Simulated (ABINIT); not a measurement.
# GaN (F-43m): G0W0 with ABINIT, start to end, part 2 of 3

Aim: the G0W0 gap of GaN (F-43m) on PBE, step by step.

ABINIT 10.8.3; PBE and many-body steps on it, plane waves. Known limits of the many-body steps: short of the basis limit; no spin-orbit coupling.

So far. Step 2 (Ground state): The gap is direct, at Γ.

### 3. Bands along the symmetry lines

Level of this step: DFT, PBE, plane waves, norm-conserving pseudopotentials (ABINIT).

The cheap functional maps the bands first; the places of the edges decide which points the dearer methods must see.

run.abi

```
acell 3*1.0 Angstrom
rprim 
  0.000000000000 2.253500607500 2.253500607500
  2.253500607500 0.000000000000 2.253500607500
  2.253500607500 2.253500607500 0.000000000000
ntypat 2
znucl 31 7
natom 2
typat 1 2
xred 
  0.000000000000 0.000000000000 0.000000000000
  0.750000000000 0.750000000000 0.750000000000
pp_dirpath "pseudos"
pseudos "Ga.upf, N.upf"
ecut 45
iscf -2
irdden 1
kptopt 0
nkpt 50
kpt 
  0.00000000 0.00000000 0.00000000
  -0.06250000 -0.06250000 0.00000000
  -0.12500000 -0.12500000 0.00000000
  -0.18750000 -0.18750000 0.00000000
  -0.25000000 -0.25000000 0.00000000
  -0.31250000 -0.31250000 0.00000000
  -0.37500000 -0.37500000 0.00000000
  -0.43750000 -0.43750000 0.00000000
  -0.50000000 -0.50000000 0.00000000
  -0.48437500 -0.48437500 0.03125000
  -0.46875000 -0.46875000 0.06250000
  -0.45312500 -0.45312500 0.09375000
  -0.43750000 -0.43750000 0.12500000
  -0.42187500 -0.42187500 0.15625000
  -0.40625000 -0.40625000 0.18750000
  -0.39062500 -0.39062500 0.21875000
  -0.37500000 -0.37500000 0.25000000
  -0.37500000 0.00000000 0.37500000
  -0.32812500 0.00000000 0.32812500
  -0.28125000 0.00000000 0.28125000
  -0.23437500 0.00000000 0.23437500
  -0.18750000 0.00000000 0.18750000
  -0.14062500 0.00000000 0.14062500
  -0.09375000 0.00000000 0.09375000
  -0.04687500 0.00000000 0.04687500
  0.00000000 0.00000000 0.00000000
  0.00000000 0.00000000 0.06250000
  0.00000000 0.00000000 0.12500000
  0.00000000 0.00000000 0.18750000
  0.00000000 0.00000000 0.25000000
  0.00000000 0.00000000 0.31250000
  0.00000000 0.00000000 0.37500000
  0.00000000 0.00000000 0.43750000
  0.00000000 0.00000000 0.50000000
  -0.06250000 -0.03125000 0.46875000
  -0.12500000 -0.06250000 0.43750000
  -0.18750000 -0.09375000 0.40625000
  -0.25000000 -0.12500000 0.37500000
  -0.31250000 -0.15625000 0.34375000
  -0.37500000 -0.18750000 0.31250000
  -0.43750000 -0.21875000 0.28125000
  -0.50000000 -0.25000000 0.25000000
  -0.50000000 -0.28125000 0.21875000
  -0.50000000 -0.31250000 0.18750000
  -0.50000000 -0.34375000 0.15625000
  -0.50000000 -0.37500000 0.12500000
  -0.50000000 -0.40625000 0.09375000
  -0.50000000 -0.43750000 0.06250000
  -0.50000000 -0.46875000 0.03125000
  -0.50000000 -0.50000000 0.00000000
istwfk *1
nband 20
nbdbuf 2
tolwfr 1e-08
nstep 40
prtwf 0
prtvol 0
indata_prefix "in"
outdata_prefix "out"
tmpdata_prefix "tmp"
```

Started as:

```console
$ OMP_NUM_THREADS=1 mpirun -n 8 abinit run.abi > log
```

Output:

```text
.Version 10.8.3 of ABINIT. v10.8.2 released Aug 2026.

 Symmetries : space group F-4 3 m (#216); Bravais cF (face-center cubic)
[... echo of the input left out ...]
== DATASET  1 ==================================================================
-   mpi_nproc: 8, omp_nthreads: 1 (-1 if OMP is not activated)

--- !DatasetInfo
iteration_state: {dtset: 1, }
dimensions: {natom: 2, nkpt: 50, mband: 20, nsppol: 1, nspinor: 1, nspden: 1, mpw: 2252, }
cutoff_energies: {ecut:  45.0, pawecutdg:  -1.0, }
electrons: {nelect:   2.60000000E+01, charge:   0.00000000E+00, occopt:   1.00000000E+00, tsmear:   1.00000000E-02, }

 Real(R)+Recip(G) space primitive vectors, cartesian coordinates (Bohr,Bohr^-1):
 R(1)=  0.0000000  4.2584990  4.2584990  G(1)= -0.1174123  0.1174123  0.1174123
 R(2)=  4.2584990  0.0000000  4.2584990  G(2)=  0.1174123 -0.1174123  0.1174123
 R(3)=  4.2584990  4.2584990  0.0000000  G(3)=  0.1174123  0.1174123 -0.1174123
 Unit cell volume ucvol=  1.5445417E+02 bohr^3
 Angles (23,13,12)=  6.00000000E+01  6.00000000E+01  6.00000000E+01 degrees

 getcut: wavevector=  0.0000  0.0000  0.0000  ngfft=  40  40  40
         ecut(hartree)=     45.000   => boxcut(ratio)=   2.19947

--- Pseudopotential description ------------------------------------------------
- Ga Generated using ONCVPSP code by D. R. Hamann
- 31.00000  21.00000  171031                  znucl, zion, pspdat
12 -101130 2 -1 1902                          pspcod,pspxc,lmax,lloc,mmax
     nproj     2     2     2
  pspatm : epsatm=   21.85474337
         --- l  ekb(1:nproj) -->
             0    4.962806   -1.220223
             1   -5.679278   -1.350476
             2  -10.596651   -3.839775
 pspatm: atomic psp has been read  and splines computed

- N Generated using ONCVPSP code by D. R. Hamann
-  7.00000   5.00000  171031                  znucl, zion, pspdat
12 -101130 1 -1 1058                          pspcod,pspxc,lmax,lloc,mmax
     nproj     2     2     0
  pspatm : epsatm=    5.20977870
         --- l  ekb(1:nproj) -->
[...]
pspatm: atomic psp has been read  and splines computed

--------------------------------------------------------------------------------

================================================================================
 prteigrs : about to open file out_EIG
 Non-SCF case, kpt    1 (  0.00000  0.00000  0.00000), residuals and eigenvalues=
  6.16E-09  2.21E-09  5.89E-09  4.31E-09  6.48E-09  3.93E-09  9.46E-09  4.81E-09
  2.27E-09  9.65E-09  3.55E-09  4.77E-09  9.11E-09  1.89E-09  3.87E-09  4.61E-09
  3.44E-09  3.94E-09  2.71E-09  6.69E-07
 -4.9767E+00 -3.1639E+00 -3.1639E+00 -3.1639E+00 -3.3240E-01 -2.4568E-01
 -2.4568E-01 -2.4568E-01 -2.3446E-01 -2.3446E-01  2.5220E-01  2.5220E-01
  2.5220E-01  3.1643E-01  6.3289E-01  6.3289E-01  6.3289E-01  8.9971E-01
  9.4408E-01  9.4408E-01
 Non-SCF case, kpt    2 ( -0.06250 -0.06250  0.00000), residuals and eigenvalues=
[...]
2.43E-09  6.87E-09  1.68E-06  1.26E-05
[...]
9.2370E-01  9.5422E-01
 Non-SCF case, kpt    3 ( -0.12500 -0.12500  0.00000), residuals and eigenvalues=
[...]
6.02E-09  5.62E-09  1.91E-04  7.50E-04
[...]
9.7579E-01  9.8704E-01
[...]
Non-SCF case, kpt   49 ( -0.50000 -0.46875  0.03125), residuals and eigenvalues=
[...]
1.0535E+00  1.1667E+00
 Non-SCF case, kpt   50 ( -0.50000 -0.50000  0.00000), residuals and eigenvalues=
[...]
-2.3489E-01 -2.3489E-01 -2.3158E-01 -1.7018E-01  2.7425E-02  1.5326E-01
  1.5326E-01  3.7646E-01  4.9813E-01  6.8249E-01  7.6536E-01  7.6536E-01
  1.0510E+00  1.1645E+00

--- !ResultsGS
iteration_state: {dtset: 1, }
comment   : Summary of ground state results
lattice_vectors:
- [  0.0000000,   4.2584990,   4.2584990, ]
- [  4.2584990,   0.0000000,   4.2584990, ]
- [  4.2584990,   4.2584990,   0.0000000, ]
lattice_lengths: [   6.02243,    6.02243,    6.02243, ]
lattice_angles: [ 60.000,  60.000,  60.000, ] # degrees, (23, 13, 12)
lattice_volume:   1.5445417E+02
convergence: {deltae:  0.000E+00, res2:  0.000E+00, residm:  9.985E-09, diffor:  0.000E+00, }
etotal    :  -2.58718230E+02
entropy   :   0.00000000E+00
fermie    :   2.52201327E-01
cartesian_stress_tensor: null
pressure_GPa: null
xred      :
- [  0.0000E+00,   0.0000E+00,   0.0000E+00, Ga]
- [  7.5000E-01,   7.5000E-01,   7.5000E-01,  N]
cartesian_forces: null
force_length_stats: {min: null, max: null, mean: null, }

 Integrated electronic density in atomic spheres:
 ------------------------------------------------
 Atom  Sphere_radius  Integrated_density
[...]
================================================================================

 ----iterations are completed or convergence reached----

 Mean square residual over all n,k,spin=   45.208E-10; max=  99.852E-10
 reduced coordinates (array xred) for    2 atoms
       0.000000      0.000000      0.000000
       0.750000      0.750000      0.750000

 cartesian coordinates (angstrom) at end:
[...]
length scales=  1.889726  1.889726  1.889726 bohr
              =  1.000000  1.000000  1.000000 angstroms
 prteigrs : about to open file out_EIG
 Eigenvalues (hartree) for nkpt=  50  k points:
 kpt#   1, nband= 20, wtk=  1.00000, kpt=  0.0000  0.0000  0.0000 (reduced coord)
[...]
kpt#   2, nband= 20, wtk=  1.00000, kpt= -0.0625 -0.0625  0.0000 (reduced coord)
[...]
kpt#   3, nband= 20, wtk=  1.00000, kpt= -0.1250 -0.1250  0.0000 (reduced coord)
[...]
kpt#  49, nband= 20, wtk=  1.00000, kpt= -0.5000 -0.4687  0.0313 (reduced coord)
[...]
0.76058    0.76644    1.05353    1.16674
 kpt#  50, nband= 20, wtk=  1.00000, kpt= -0.5000 -0.5000  0.0000 (reduced coord)
  -4.97665   -3.16398   -3.16387   -3.16387   -0.29517   -0.24278   -0.23489   -0.23489
  -0.23158   -0.17018    0.02742    0.15326    0.15326    0.37646    0.49813    0.68249
   0.76536    0.76536    1.05095    1.16446

== END DATASET(S) ==============================================================
================================================================================

 -outvars: echo values of variables after computation  --------
            nband          20
             nkpt          50
          spgroup         216
 [... the other variables as echoed above ...]

 Calculation completed.
```

It took 15 s on 8 MPI ranks of AMD EPYC 7R43, shared host; peak memory 0.56 GiB; 1.9 min of CPU time.

Numbers from this step:

* gap: 1.748 eV
* k of the valence top: 0, 0, 0
* k of the conduction bottom: 0, 0, 0
* least direct gap: 1.748 eV

The gap is 1.748 eV, as in the run before at this level.

Electronic bands along the path, in eV, zero at the top of the highest filled band:

```
    point  band 10  band 11  band 12  band 13  band 14  band 15  band 16  band 17
        Γ   -13.24     0.00     0.00     0.00     1.75    10.36    10.36    10.36
  halfway   -13.02    -3.42    -1.48    -1.48     4.59     7.43    11.64    12.03
        X   -11.49    -6.12    -2.69    -2.69     3.38     6.69    11.71    13.96
  halfway   -11.42    -6.02    -3.33    -2.55     3.97     7.14    11.58    13.60
        U   -11.34    -5.85    -4.24    -2.16     5.02     7.87    11.08    12.86
jump to K   -11.34    -5.85    -4.24    -2.16     5.02     7.87    11.08    12.86
  halfway   -12.86    -4.19    -2.11    -0.53     5.23     8.52     9.65    11.19
        Γ   -13.24     0.00     0.00     0.00     1.75    10.36    10.36    10.36
  halfway   -13.16    -3.85    -0.52    -0.52     4.08     8.81    10.81    10.81
        L   -11.94    -7.02    -0.96    -0.96     4.67     8.73    10.41    10.41
  halfway   -11.62    -6.40    -2.99    -1.76     6.65     7.04    10.11    11.73
        W   -11.22    -5.68    -3.68    -3.62     6.24     8.39    10.30    11.14
  halfway   -11.35    -5.93    -3.20    -3.17     4.60     7.49    11.47    12.28
        X   -11.49    -6.12    -2.69    -2.69     3.38     6.69    11.71    13.96
```

The electronic bands as a text plot (rows in eV, shown from -8.0 to 7.7 only):

```
    7.4 |     ++       +++  ++                       + +     ++
    6.8 |       +++++++     ++                        ++       ++
    6.1 |                  +  ++                     +  ++++
    5.5 |                       +                   +       +
    4.8 |     ++         ++                    +++++         +
    4.1 |    +  +++    ++        ++         +++               +
    3.5 |  ++      ++++            ++      +                   ++
    2.8 |                                ++
    2.2 | +                          +  +
    1.5 |+                            ++
    0.9 |
    0.2 |*                         ******
   -0.5 | ***                   ******  *******
   -1.1 |    *              **** **            *******
   -1.8 |  ** ****         *       **    **         * *
   -2.4 |    *    *********     *          *         * **       *
   -3.1 |             **      ** **                   *  *   ***
   -3.7 |     **        *   **              *          ******
   -4.4 |       **       ***    *
   -5.0 |         *           **             **
   -5.7 |          **  *******                 *        *******
   -6.4 |            **                              ***       **
   -7.0 |                                       *****
   -7.7 |
         Γ           X  U|K            Γ         L        W     X
```

### 4. Empty states on the mesh, 6×6×6 mesh, 190 bands

The sums over transitions need many empty states on a uniform mesh; this step solves for them.

run.abi

```
acell 3*1.0 Angstrom
rprim 
  0.000000000000 2.253500607500 2.253500607500
  2.253500607500 0.000000000000 2.253500607500
  2.253500607500 2.253500607500 0.000000000000
ntypat 2
znucl 31 7
natom 2
typat 1 2
xred 
  0.000000000000 0.000000000000 0.000000000000
  0.750000000000 0.750000000000 0.750000000000
pp_dirpath "pseudos"
pseudos "Ga.upf, N.upf"
ecut 45
ngkpt 6 6 6
nshiftk 1
shiftk 0 0 0
kptopt 1
chksymbreak 0
irdden 1
istwfk *1
nband 190
prtvol 0
optdriver 6
gwr_task "HDIAGO"
paral_kgb 0
occopt 1
indata_prefix "in"
outdata_prefix "out"
tmpdata_prefix "tmp"
```

Output:

```text
[banner, memory and clock lines left out]
.Version 10.8.3 of ABINIT. v10.8.2 released Aug 2026.

 Symmetries : space group F-4 3 m (#216); Bravais cF (face-center cubic)
[... echo of the input left out ...]
== DATASET  1 ==================================================================
-   mpi_nproc: 8, omp_nthreads: 1 (-1 if OMP is not activated)

--- !DatasetInfo
iteration_state: {dtset: 1, }
dimensions: {natom: 2, nkpt: 16, mband: 190, nsppol: 1, nspinor: 1, nspden: 1, mpw: 2252, }
cutoff_energies: {ecut:  45.0, pawecutdg:  -1.0, }
electrons: {nelect:   2.60000000E+01, charge:   0.00000000E+00, occopt:   1.00000000E+00, tsmear:   1.00000000E-02, }

.Using double precision arithmetic; gwpc =  8

- Reading GS density from: in_DEN

--- Pseudopotential description ------------------------------------------------
- Ga Generated using ONCVPSP code by D. R. Hamann
- 31.00000  21.00000  171031                  znucl, zion, pspdat
12 -101130 2 -1 1902                          pspcod,pspxc,lmax,lloc,mmax
     nproj     2     2     2
  pspatm : epsatm=   21.85474337
         --- l  ekb(1:nproj) -->
             0    4.962806   -1.220223
             1   -5.679278   -1.350476
             2  -10.596651   -3.839775
 pspatm: atomic psp has been read  and splines computed

- N Generated using ONCVPSP code by D. R. Hamann
-  7.00000   5.00000  171031                  znucl, zion, pspdat
12 -101130 1 -1 1058                          pspcod,pspxc,lmax,lloc,mmax
     nproj     2     2     0
  pspatm : epsatm=    5.20977870
         --- l  ekb(1:nproj) -->
             0    7.494509    0.636305
             1   -4.293905   -1.006988
 pspatm: atomic psp has been read  and splines computed

   7.03677574E+02                                ecore*ucvol(ha*bohr**3)

 Total charge density [el/Bohr^3]
)     Maximum=    6.4955E+00  at reduced coord.    0.9500    0.9750    0.9750
)     Minimum=    5.4195E-03  at reduced coord.    0.5000    0.5000    0.5000
   Integrated=    2.6000E+01

 === KS gaps after direct diagonalization ===
 Direct band gap semiconductor
 Fundamental gap:     1.748 (eV)
   VBM:     6.863 (eV) at k: [ 0.0000E+00,  0.0000E+00,  0.0000E+00]
   CBM:     8.611 (eV) at k: [ 0.0000E+00,  0.0000E+00,  0.0000E+00]
 Direct gap:         1.748 (eV) at k: [ 0.0000E+00,  0.0000E+00,  0.0000E+00]

== END DATASET(S) ==============================================================

 -outvars: echo values of variables after computation  --------
           etotal      0.0000000000E+00
            nband         190
             nkpt          16
          spgroup         216
 [... the other variables as echoed above ...]

 Calculation completed.
```

It took 36 s on 8 MPI ranks; peak memory 2.7 GiB.

This step gave:

```yaml
gap: 1.748 eV
k_of_the_valence_top: 0, 0, 0
k_of_the_conduction_bottom: 0, 0, 0
least_direct_gap: 1.748 eV
k_points_computed: 16
lowest_point_of_the_top_converged_band_above_the_valence_top: 205.3414 eV
```

On this mesh the gap is 1.748 eV.

### 5. Screening, 6×6×6 mesh, 182 bands, screening to 261.2 eV

The RPA dielectric matrix is built and inverted for each q.

This step: RPA screening on PBE, plane waves, norm-conserving pseudopotentials.

Changes to run.abi since step 4:

```diff
@@ -20,10 +20,11 @@
 chksymbreak 0
-irdden 1
 istwfk *1
-nband 190
-prtvol 0
-optdriver 6
-gwr_task "HDIAGO"
-paral_kgb 0
 occopt 1
+irdwfk 1
+optdriver 3
+nband 182
+ecuteps 9.6
+inclvkb 2
+awtr 1
+symchi 1
 indata_prefix "in"
```

Output:

```text
.Version 10.8.3 of ABINIT. v10.8.2 released Aug 2026.

 Symmetries : space group F-4 3 m (#216); Bravais cF (face-center cubic)
[... echo of the input left out ...]
== DATASET  1 ==================================================================
-   mpi_nproc: 8, omp_nthreads: 1 (-1 if OMP is not activated)

--- !DatasetInfo
iteration_state: {dtset: 1, }
dimensions: {natom: 2, nkpt: 16, mband: 182, nsppol: 1, nspinor: 1, nspden: 1, mpw: 2252, }
cutoff_energies: {ecut:  45.0, pawecutdg:  -1.0, }
electrons: {nelect:   2.60000000E+01, charge:   0.00000000E+00, occopt:   1.00000000E+00, tsmear:   1.00000000E-02, }

 SCREENING: Calculation of the susceptibility and dielectric matrices

 Based on a program developped by R.W. Godby, V. Olevano, G. Onida, and L. Reining.
 Incorporated in ABINIT by V. Olevano, G.-M. Rignanese, and M. Torrent.
.Using double precision arithmetic ; gwpc =  8

[... cell and pseudopotentials left out ...]
--------------------------------------------------------------------------------

 ==== K-mesh for the wavefunctions ====
 Number of points in the irreducible wedge :    16
[... list of points left out ...]
 Together with 24 symmetry operations and time-reversal symmetry
 yields   216 points in the full Brillouin Zone.

 ==== Q-mesh for the screening function ====
 Number of points in the irreducible wedge :    16
[... list of points left out ...]
 Together with 24 symmetry operations and time-reversal symmetry
 yields   216 points in the full Brillouin Zone.

 setmesh: FFT mesh size selected  =    27x   27x   27
          total number of points  =        19683

 vcoul_init : cutoff-mode = AUXILIARY_FUNCTION
 q-points for optical limit:   1
     1)      0.000010    0.000020    0.000030

- screening: taking advantage of time-reversal symmetry
- Maximum band index for partially occupied states nbvw = 13
- Remaining bands to be divided among processors   nbcw = 169
- Number of bands treated by each node ~21

 Number of electrons calculated from density =   26.0000; Expected =   26.0000
 average of density, n =  0.168335
 r_s =    1.1235
 omega_plasma =   39.5770 [eV]

 calculating chi0 at frequencies [eV] :
  1    0.000000E+00    0.000000E+00
  2    0.000000E+00    3.957696E+01

--------------------------------------------------------------------------------
  q-point number  1        q = ( 0.000000, 0.000000, 0.000000) [r.l.u.]
--------------------------------------------------------------------------------
[... chi0 elements left out ...]
 For q-point:  0.000010 0.000020 0.000030
  dielectric constant =   6.4106
  dielectric constant without local fields =   6.8789

  Average fulfillment of the sum rule on Im[epsilon] for q-point    1 :     68.72  [%]
[... wings left out ...]
  q-point number  2        q = ( 0.166667, 0.000000, 0.000000) [r.l.u.]
--------------------------------------------------------------------------------
[... chi0 elements left out ...]
  Average fulfillment of the sum rule on Im[epsilon] for q-point    2 :     79.81  [%]

 [... 14 further q-points ...]
```

It took 4.7 min on 8 MPI ranks; peak memory 2.4 GiB; 37 min of CPU time.

Numbers from this step:

- ε∞ with local fields, on this mesh: 6.411
- ε∞ without local fields, on this mesh: 6.879
- plasma frequency: 39.58 eV
- plane waves in the screening matrix: 229

Local fields lower ε∞ by 7 %.

(Part 2 of 3 ends here.)

[Long decimals in the printed logs are rounded to 6 places.]

[Logs are printed without paths, hosts, clocks, repeated set-up lines and the standing remarks that a program may print on its own settings, such as how far it seeks lower states.]

[Paths, hosts, dates, memory and timing lines, banners, echoed tables and standing remarks are left out of the program output; an Ansatz launch command may be rebuilt from the run's recorded settings. Measured values are a selection of at most five: reports struck by readers or far from the other reports are left out. None is set beside runs whose start may be inverted or whose files or cutoffs have a known fault.]

[Runs of the session that timed out or met a known fault of the program may be left out.]

[Hosts, paths, dates, database ids (printed as entryN), source tags and the programs' standing remarks are cut or masked in the printed files.]

[G0W0 gaps are taken among the corrected bands and points alone; a level outside them can change the order at an edge.]

[Where Ansatz stands beside ABINIT at settings called matched, ABINIT's density can come from a denser mesh and the files from another edition; pairs whose starting gaps differed by over 0.03 eV were left out, so agreement reads better than it is.]
